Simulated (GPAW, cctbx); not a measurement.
# NaAlSi2S6: deformation density and structure factors from DFT

Aim: compute the bonding part of the density of NaAlSi2S6, find which reflections carry it, and see how it biases an ordinary refinement.

The cell comes from substitution in a known structure type and wasn't matched to any measured phase. All numbers below are calculated.

## 1. Find the equilibrium geometry

The density hangs on the geometry, so cell and atoms are relaxed first, with the symmetry held. The cutoff is set higher than for the density because stress converges slowly with plane waves.

Settings: GPAW 26.7.0, PBE, 570 eV, 3×3×2 k-points (along the axes of the calculation cell), Fermi–Dirac width 0.05 eV, BFGS to 0.03 eV/Å.

```text
cell
1.0
    -6.517000000    0.000000000    0.000000000
     3.258500000   -5.749000000    0.000000000
     0.000000000    0.000000000    6.671000000
S Si Al Na
6 2 1 1
Direct
0.826200000 0.212200000 0.337600000
0.386000000 0.212200000 0.662400000
0.773000000 0.546000000 0.000000000
0.173800000 0.787800000 0.337600000
0.614000000 0.787800000 0.662400000
0.227000000 0.454000000 0.000000000
0.500000000 0.500000000 0.834600000
0.000000000 0.500000000 0.165400000
0.500000000 0.000000000 0.500000000
0.000000000 0.000000000 0.500000000
```

```console
$ OMP_NUM_THREADS=1 mpirun -n 4 gpaw python run.py > gpaw.log
```

```text
BFGS:    0      -43.860669        2.785814
BFGS:    1      -44.196834        2.548975
BFGS:    2      -45.141588        1.776628
BFGS:    3      -45.720866        1.145878
...
BFGS:   30      -46.867288        0.091764
BFGS:   31      -46.868747        0.035774
BFGS:   32      -46.869066        0.011893
cell  7.0840 6.7369 6.7417  90.00 90.00 121.72
volume 273.683 A^3, largest force 0.006 eV/A, largest stress 0.07 GPa
```

After 32 steps the volume has changed by +9.5 % and the energy by -3.008 eV; the largest stress left is 0.07 GPa. It took 7.5 min on 4 cores of Intel(R) Xeon(R) Platinum 8488C (Sapphire Rapids) (shared host), peak memory 1.7 GiB.

Relaxed structure: C222 (no. 21), a = 7.0840 Å, b = 11.4613 Å, c = 6.7417 Å, α = 90.00°, β = 90.00°, γ = 90.00°.

| atom | mult. | x | y | z |
| --- | --- | --- | --- | --- |
| S1 | 8 | 0.2891 | 0.9128 | 0.2965 |
| S2 | 4 | 1/2 | 0.6760 | 0 |
| Si1 | 4 | 3/4 | 3/4 | 0.8509 |
| Al1 | 2 | 1/2 | 0 | 1/2 |
| Na1 | 2 | 0 | 0 | 1/2 |

## 2. Density and charge transfer

X-rays see the whole electron density, so the PAW density is rebuilt with its core regions. Subtracting spherical free atoms from the same code cancels the cores and leaves the deformation density Δρ, the part due to bonding.

Settings: PBE, 450 eV, 3×3×3 k-points, Fermi–Dirac width 0.05 eV; primitive cell of 10 atoms.

```console
$ OMP_NUM_THREADS=1 mpirun -n 4 gpaw python run.py > gpaw.log
```

```text
|iter:   1|       0s |  -47.985676 | -0.05 |       |
|iter:   2|       1s |  -47.813842 | -1.56 | -0.95 |
|iter:   3|       2s |  -46.960720 | -1.58 | -0.99 |
...
|iter:   8|       7s |  -46.847141c| -5.59 | -3.12 |
|iter:   9|       7s |  -46.847147c| -6.66 | -3.54 |
|iter:  10|       8s |  -46.847147c| -7.63c| -4.17c|
```

```text
grid (70, 70, 70)  electrons 148.000  moved by bonding 2.421 e
deformation density beyond 0.5 A of the nuclei: max 0.200, min -0.134 e/A^3
atom        x       y       z   Voronoi charge  moment
S 1    0.3762  0.2019  0.2965     -0.229       0.00
S 2    0.7981  0.6238  0.7035     -0.229       0.00
S 3    0.8240  0.1760  0.0000     -0.129       0.00
S 4    0.6238  0.7981  0.2965     -0.229       0.00
S 5    0.2019  0.3762  0.7035     -0.229       0.00
S 6    0.1760  0.8240  0.0000     -0.129       0.00
Si7    0.0000  0.5000  0.8509      0.294       0.00
Si8    0.5000  0.0000  0.1491      0.294       0.00
Al9    0.5000  0.5000  0.5000      0.345       0.00
Na10   0.0000  0.0000  0.5000      0.239       0.00
mean inner potential of superposed free atoms 9.320 V
total magnetic moment 0.000 muB
```

Deformation density in a plane through the shortest contact of the S atom at the origin, in 0.01 e/Å³ (clipped at ±99); x from -1.6 to 3.7 Å, y from 2.4 down to -2.4 Å:

```text
  3   2  -1  -2  -1  -1  -1  -1  -1  -1  -1   0   0   0   0  -1
 -2  -5  -6  -4  -2  -1  -1  -1  -1  -1  -1   0   0   0   0  -1
  .  -3  -5  -1   0   0   0  -1  -1  -2  -2  -1  -1  -1  -1  -1
  .  -1   3   8   6   2   0   0  -2  -4  -5  -3  -1  -2  -2  -2
 -7   1  12  16   8  -1   0   4   1  -7 -11  -8  -4  -3  -3  -2
 -5   1   8   7   .   .  -1  13  10  -4   .   .  -7  -5  -3  -2
 -3  -1  -1  -8   .   .   1  18  14   1   .   .  -8 -10  -5  -2
 -2  -1   0   2   .   .  -4   7   4  -6   .   .  -9  -9  -5  -2
 -1   0   2   6   8   2  -2  -1  -2  -2   5   9   3  -2  -2  -2
 -1  -1   1   2   2   1  -1  -2  -2   3  14  18  10   2  -1  -1
 -1  -1  -1   0   0   0  -1  -1  -2  -2   2   4   1   0   0  -1
 -1  -1  -1  -1  -1  -1  -1   0   2   2   .   . -12  -2   0  -1
 -1  -1  -1  -1  -1  -1   0   2   7  10   .   .   0   7   3  -1
```

Atoms in or within 0.15 Å of the plane: S (0.0, 0.0), Si (2.1, 0.0) Å. Dots mark points within about 0.45 Å of a nucleus; large values next to them are atomic features.

S gains most (-0.20 e) and Al loses most (+0.34 e), in averages over each element's sites; S is the most electronegative element, but the order of the others doesn't follow electronegativity. Such charges fall far short of formal ones, since overlapping free atoms already put density on their neighbours. Along the shortest contact from the S atom at the map's origin, S–Si at 2.13 Å, Δρ is +0.19 e/Å³ at the midpoint and highest, +0.19, 0.97 Å from S (points within 0.5 Å of a nucleus left out): a bond charge, the mark of covalency. At the midpoints of other shortest contacts it is +0.13 (S–Al, 2.26 Å), +0.04 (S–Na, 2.66 Å) and -0.02 (S–S, 3.04 Å) e/Å³. Point values carry grid noise of about 0.01 e/Å³. The run needed 10 iterations, 18 s.

## 3. Structure factors

The Fourier components of Δρ, added to those of the free atoms, give the static X-ray structure factors; the Mott–Bethe relation turns them into the Fourier components V of the potential that fast electrons feel.

```text
static structure factors of the conventional cell: F in electrons, V (Mott-Bethe) in volts
   h  k  l      d  |F| table  |F| free   |F| DFT   change   |V| free  |V| DFT  change %
   0  0  1  6.7417    11.624    11.618    11.715    0.097     0.264    0.227    -14.0
   1  1  0  6.0259     1.276     1.298     1.163   -0.135     0.167    0.208     24.5
   0  2  0  5.7306    11.562    11.540    12.187    0.648     0.217    0.039    -81.9
   1  1  1  4.4928    97.714    97.812    98.479    0.666     2.801    2.689     -4.0
   0  2  1  4.3663   115.845   115.987   116.268    0.281     3.244    3.199     -1.4
   2  0  0  3.5420    44.499    44.599    45.120    0.521     1.291    1.236     -4.2
   0  0  2  3.3708     8.372     8.399     9.147    0.748     0.290    0.218    -24.6
   1  3  0  3.3626    50.038    50.143    50.589    0.446     1.385    1.343     -3.0
   2  0  1  3.1356    11.613    11.610    13.117    1.507     0.307    0.183    -40.5
   2  2  0  3.0129    10.715    10.747     9.756   -0.991     0.253    0.329     29.7
   1  3  1  3.0091    72.658    72.673    74.321    1.648     1.667    1.542     -7.5
   1  1  2  2.9418    38.332    38.334    38.522    0.187     0.857    0.855     -0.3
   0  2  2  2.9055    15.885    15.948    16.716    0.769     0.459    0.404    -11.9
   0  4  0  2.8653     8.829     8.825     8.058   -0.767     0.174    0.227     30.3
```

The largest X-ray change is +1.65 e on 131, 2.3 % of |F|. For electrons V goes as (Z − F)/g², so a change of F counts against Z − F, which is small at low angle and wherever the atoms' terms cancel: |V| of 020 moves by -81.9 % (0.22 to 0.04 V) against +5.6 % in |F|. These compare absolute values; so weak a component may also change sign. The last three rows still change by up to 0.77 e; the table stops while the angles are still low. The tabulated Hartree–Fock atoms differ from the free DFT atoms by up to 0.14 e, so the choice of reference atom matters too.

## 4. The functional ladder

The same geometry is run with other functionals, to see whether the bonding signal is larger than the spread between approximations. Free atoms are LDA for LDA and PBE otherwise. Any other changed setting is in the row's label.

| run | ΔF 131 (e) | ΔF 201 (e) | ΔF 220 (e) | q(S) (e) | moved (e) | time |
| --- | --- | --- | --- | --- | --- | --- |
| PBE | +1.648 | +1.507 | -0.991 | -0.196 | 2.421 | 18 s |
| LDA | +1.533 | +1.426 | -0.931 | -0.186 | 2.286 | 18 s |
| RPBE | +1.735 | +1.574 | -1.049 | -0.205 | 2.558 | 19 s |

At the base's settings ΔF(131) spans +1.533 to +1.735 e, a spread of 12 % of the PBE value; over the three listed reflections the spread is at most 12 %, so sign and size hold across the functionals. Times are from shared hosts.

## 5. What a spherical-atom refinement makes of it

Routine crystallography fits spherical atoms. To see the bias, intensities are simulated from tabulated atoms plus the DFT change ΔF, so that bonding alone can misfit (12558 reflections of the full sphere, merged to the counts below, to 0.45 Å, 1 % proportional noise plus counting noise, assumed isotropic U as listed, Δρ smeared by the mean U) and refined with cctbx over different ranges.

| range | data | R1 | GooF | U S1 (true 0.0113) | U S2 (true 0.0113) | U Si1 (true 0.0118) | U Al1 (true 0.012) | largest shift (Å) | Δρ max, min (e/Å³) |
| --- | --- | --- | --- | --- | --- | --- | --- | --- | --- |
| all data | 3156 | 0.0098 | 1.07 | 0.0113 | 0.0113 | 0.0118 | 0.0120 | 0.0003 | 0.17, -0.13 |
| low resolution, d > 0.84 | 488 | 0.0072 | 1.70 | 0.0112 | 0.0113 | 0.0118 | 0.0119 | 0.0007 | 0.12, -0.08 |
| high order, d < 0.75 | 2470 | 0.0121 | 0.90 | 0.0113 | 0.0113 | 0.0118 | 0.0120 | 0.0003 | 0.10, -0.08 |
| occupancies free, d > 0.7 | 851 | 0.0070 | 1.37 | 0.0113 | 0.0113 | 0.0114 | 0.0116 | 0.0004 | 0.13, -0.09 |

With all data GooF is 1.07, diluted by the many high-angle data; the misfit shows at low resolution; the top residual peak lies 1.05 Å from Si and 1.18 Å from S, between them. No U is off by more than 3 s.u. at low resolution. With S1 held at 1 and the scale free, the other occupancies refine to S2 0.997(0.002), Si1 0.989(0.002), Al1 0.990(0.002) and Na1 0.996(0.003), on sites that are all full: they absorb part of the misfit, and only ratios to the fixed site mean anything.

## 6. Answer

Bonding moves 2.42 e in the primitive cell of NaAlSi2S6 and changes the structure factors of the conventional cell in the table above by at most 1.65 e (131, 2.3 %), and among reflections above 2 % of the strongest by up to 13.0 % (201). The shortest bond, S–Si, has Δρ = +0.19 e/Å³ at its midpoint, a covalent bond charge. At the base's settings ΔF(131) spans +1.533 to +1.735 e, a spread of 12 % of the PBE value; over the three listed reflections the spread is at most 12 %, so sign and size hold across the functionals. With all data GooF is 1.07, diluted by the many high-angle data. Limits: static density, frozen cores, no spin–orbit coupling.

[Outputs are excerpts: Python notices, other lines and further rows are left out; steps that failed or that the build refused (PBEsol, TPSS) are not shown.]

[Logs are printed without paths, hosts, clocks, repeated set-up lines and the standing remarks that a program may print on its own settings, such as how far it seeks lower states.]
